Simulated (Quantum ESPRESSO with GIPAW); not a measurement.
# 23Na and 127I NMR of NaI, calculated

Wanted: NMR shieldings for each site of NaI.

**The experiment.** The 23Na shift is -2.9 ppm against aqueous Na+, in “Solid State Alkali Metal NMR Spectra and Magnetic Susceptibilities of Alkalides, Electrides and Their Related Compounds” (Jineun Kim, Ph.D. dissertation, Michigan State University, 1989). The 127I shift is 226.71 ppm against aqueous I-, in “Multinuclear Solid-State Magnetic Resonance Studies on 'Exotic' Quadrupolar Nuclei: Acquisition Methods, High-Order Effects, Quantum Chemical Computations” (Widdifield, PhD thesis, University of Ottawa, 2012), quoting earlier work.

Main program and level: Quantum ESPRESSO with GIPAW 8.0dev (patched build); DFT, PBE, plane-wave PAW (pslibrary 1.0.0 recipes), scalar-relativistic, GIPAW; a patched development version of the program.

This is a report of a sequence of runs, with most program output left out.

## Step 1: Set-up

The structure is cubic, space group Fm-3m (No. 225). The conventional cell has a = 6.473 Å, b = 6.473 Å, c = 6.473 Å, α = 90.00°, β = 90.00°, γ = 90.00°. I has 6 Na at 3.24 Å nearest. Nearest to Na lie 6 I at 3.24 Å. Farther neighbours and most contacts between anions are not listed.

As a file:

```cif
data_structure
_symmetry_space_group_name_H-M 'P 1'
_symmetry_Int_Tables_number 1
_cell_length_a 4.5770
_cell_length_b 4.5770
_cell_length_c 4.5770
_cell_angle_alpha 60.000
_cell_angle_beta 60.000
_cell_angle_gamma 60.000
_cell_volume 67.80
loop_
_atom_site_label
_atom_site_type_symbol
_atom_site_fract_x
_atom_site_fract_y
_atom_site_fract_z
_atom_site_occupancy
I1 I 0.50000 0.50000 0.50000 1
Na2 Na 0.00000 0.00000 0.00000 1
```

The cell is an entry of the Crystallography Open Database.

A relaxation of the atoms beforehand (Quantum ESPRESSO with GIPAW) moved none by more than 0.003 Å.

## Step 2: The SCF step

GIPAW is a response on top of the ground state, so the wavefunctions come first. Their errors pass straight into the induced current, hence the tight threshold. No empty states are asked for: the response is solved without them. The mesh has a spacing of 0.29 Å⁻¹ at most. The PAW files were made with ld1.x from the pslibrary 1.0.0 recipes, with GIPAW reconstruction switched on.

File scf.in:

```
&control
  calculation = 'scf'
  prefix = 'x'
  outdir = './tmp/'
  pseudo_dir = './'
/
&system
  ibrav = 0
  nat = 2
  ntyp = 2
  ecutwfc = 75
  ecutrho = 450
  nbnd = 8
/
&electrons
  conv_thr = 1.0d-10
  mixing_beta = 0.7
  electron_maxstep = 100
/
ATOMIC_SPECIES
  I 126.904 I.pbe-n-kjpaw_psl.1.0.0-gipaw.UPF
  Na 22.990 Na.pbe-spn-kjpaw_psl.1.0.0-gipaw.UPF
CELL_PARAMETERS angstrom
  0.00000000 3.23640000 3.23640000
  3.23640000 0.00000000 3.23640000
  3.23640000 3.23640000 0.00000000
ATOMIC_POSITIONS crystal
  I 0.50000000 0.50000000 0.50000000
  Na 0.00000000 0.00000000 0.00000000
K_POINTS automatic
  6 6 6 0 0 0
```

The run is started by

```console
$ mpirun -np 4 pw.x -nk 4 -in scf.in > scf.out
```

It took 20 s on 4 MPI ranks of Arm Neoverse N1, shared host; peak memory 0.64 GiB.

It converged in 13 cycles to an estimated accuracy of 1e-11 Ry, on 16 irreducible k-points.

## Step 3: GIPAW: job nmr

A uniform field breaks periodicity, so gipaw.x applies it as a wave of small q and takes the limit. It solves for the first-order states, builds the induced current and gets the field at each nucleus by Biot–Savart; the PAW spheres add what the smooth waves miss near the nuclei. pawproj makes the reconstruction use the PAW data sets' own projectors.

File nmr.in:

```
&inputgipaw
  job = 'nmr'
  prefix = 'x'
  tmp_dir = './tmp/'
  restart_mode = 'from_scratch'
  verbosity = 'low'
  q_gipaw = 0.01
  spline_ps = .true.
  conv_threshold = 1.0d-11
  use_nmr_macroscopic_shape = .false.
  pawproj(1) = .true.
  pawproj(2) = .true.
/
```

The run is started by

```console
$ mpirun -np 4 gipaw.x -in nmr.in > nmr.out
```

Run time: 1.8 min. Hardware: 4 MPI ranks; peak memory 0.41 GiB.

The f-sum rule is met to 0.0063 of 14.3 (0.04 %). Converged shieldings require that this miss be small, but a small miss does not prove them. This build smooths some augmentation functions of the files as it reads them, which, it says, moves results; by how much was not measured here.

From the symmetric part of each tensor, with principal values σ11 ≤ σ22 ≤ σ33: σ_iso is their mean, the span is σ33 − σ11 and the skew 3(σ_iso − σ22)/span. (gipaw.x prints an anisotropy in another convention.)

```
site  atom no.  atoms in cell  σ_iso (ppm)  span (ppm)  skew
   I         1              1         4764           0     -
  Na         2              1        541.5         0.0     -
```

The macroscopic shape term is switched off. For a spherical sample the valence susceptibility of this run would add about 8 ppm to every site, a rough estimate, since the susceptibility converges slowly and lacks part of the PAW terms. Differences within the crystal don't depend on it, but shieldings of different compounds can't be compared to better than a few ppm without it.

I and Na sit on cubic site symmetry, where the tensor must be isotropic.

How the isotropic values are made up (ppm). The core part is that of the free atom's core; bare is the current of the smooth valence states; the last two are what the PAW spheres add to the diamagnetic and the paramagnetic current:

```
site    core   bare  reconstruction, dia  reconstruction, para
   I  5697.1   55.3                 -1.9                -986.8
  Na   377.3  124.9                108.3                 -69.0
```

## Step 4: NMR parameters by site

Covalently bonded atoms count as neighbours within 1.18 times the sum of their radii. Otherwise a cation's neighbours lie within 1.2 times its shortest bond (1.3 for large cations, each anion's radius taken off where they differ), and an anion's are the cations that count it.

```
site  atom no.  atoms in cell  surroundings  bonds (Å)  σ_iso (ppm)
   I         1              1  bound to Na6      3.236         4764
  Na         2              1          NaI6      3.236        541.5
```

## Step 5: Other settings and structures

Each row names what was changed: another mesh tests the sampling of the zone; another functional shows how far the paramagnetic term hangs on the exchange-correlation form; another cutoff tests the basis.

Changes of σ_iso (ppm) against the run above (PBE, cutoffs 75 and 450 Ry, mesh 6×6×6, 8.7 min). Times are CPU times of pw.x and gipaw.x together, on 4 MPI ranks of Arm Neoverse N1, shared host; on a shared host they are rough. A run is marked as doubtful where the f-sum miss passes 0.015 electrons, or that much for each three atoms in larger cells (with Tl, Pb, Hg, Bi or Sn a third of that, or a mesh spacing over 0.26 Å⁻¹), or where the susceptibility is unphysically large.

```
                           run  CPU time  f-sum miss       I    Na
                    mesh 7×7×7    11 min      0.0028   +13.5  +0.3
                           LDA   8.4 min      0.0079  -153.3  -8.3
cutoffs 55 and 330 Ry (marked)   8.6 min       0.015    +0.0  -2.3
           mesh 4×4×4 (marked)   4.6 min       0.085  -203.1  -5.8
                      Wu-Cohen   8.8 min      0.0070   -50.3  -0.3
```

The largest move is -203.1 ppm, on I, from mesh 4×4×4.

## Step 6: What goes wrong with a poor setting

One more run, with a slip of the kind that is easily made.

Changes to scf.in since step 2:

```diff
@@ -15,3 +15,3 @@
 &electrons
-  conv_thr = 1.0d-10
+  conv_thr = 0.001
   mixing_beta = 0.7
```

The run is started by

```console
$ mpirun -np 4 pw.x -nk 4 -in scf.in > scf.out
```

This SCF reached its threshold; then the response:

nmr.in is that of step 3.

The run is started by

```console
$ mpirun -np 4 gipaw.x -in nmr.in > nmr.out
```

The job ended after 1.9 min (4 MPI ranks; peak memory 0.4 GiB).

The run ends without an error, but the fault (a loose SCF threshold) moves σ_iso of I by +29.7 ppm (both without the shape term); the f-sum rule is missed by 5.0e-4 electrons. Its numbers are not to be used. Errors of the ground-state wavefunctions pass into the induced current.

## Step 7: Against experiment

Without a fitted line the measured shift still tests the calculation: for an exact theory σ + δ is one number for all compounds of a nucleus, up to the shape term, which is left out of σ and differs by some ppm between compounds.

```
nucleus, site  σ_iso (ppm)  measured δ (ppm)  σ + δ (ppm)  σ + δ of other compounds, same level
     23Na, Na        541.5              -2.9        538.6                 NaCl 545.4, NaF 543.3
      127I, I         4764            226.71         4990                               KI 5041
```

## Step 8: Results

```json
{
  "23Na shielding without shape term": "541.5 ppm",
  "127I shielding without shape term": "4764 ppm"
}
```

23Na has one site (NaI6), with isotropic shielding 541.5 ppm (shape term left out). A shift needs a reference, δ = σ_ref − σ, fixed on measured compounds; for 23Na of this kind at this level too few were at hand, or they scattered too widely about a line, so none is given. For 23Na, σ + δ is 538.6 ppm here and 544.4 ppm on average over 2 other sites: with that reference and slope one the shift would be off by +5.8 ppm. For 127I, σ + δ is 4990 ppm here and 5041 ppm in KI: with that reference and slope one the shift would be off by +50 ppm. Going to mesh 7×7×7 changes no isotropic shielding by more than 13.5 ppm, a first measure of the error left in that respect. A higher cutoff was not carried through on these files. The largest change with the functional is 153.3 ppm in absolute shielding; part of that drops out once each functional has its own reference line. Spin-orbit coupling is missing, which matters for I. The scalar-relativistic files are used with non-relativistic response operators, which weighs most on the heavy atoms' own shieldings. This build of gipaw.x prints that it is not audited and that its numbers are no references by themselves. It also reports spline_ps as false although the input sets it; why was not traced.

[Logs are printed without paths, hosts, clocks, repeated set-up lines and the standing remarks that a program may print on its own settings, such as how far it seeks lower states.]

[Hosts, paths, dates, database ids (printed as entryN), source tags and the programs' standing remarks are cut or masked in the printed files.]

[Where no reference line passes its bar on scatter, no shift is given, so a measured shift of this compound may stand uncompared.]
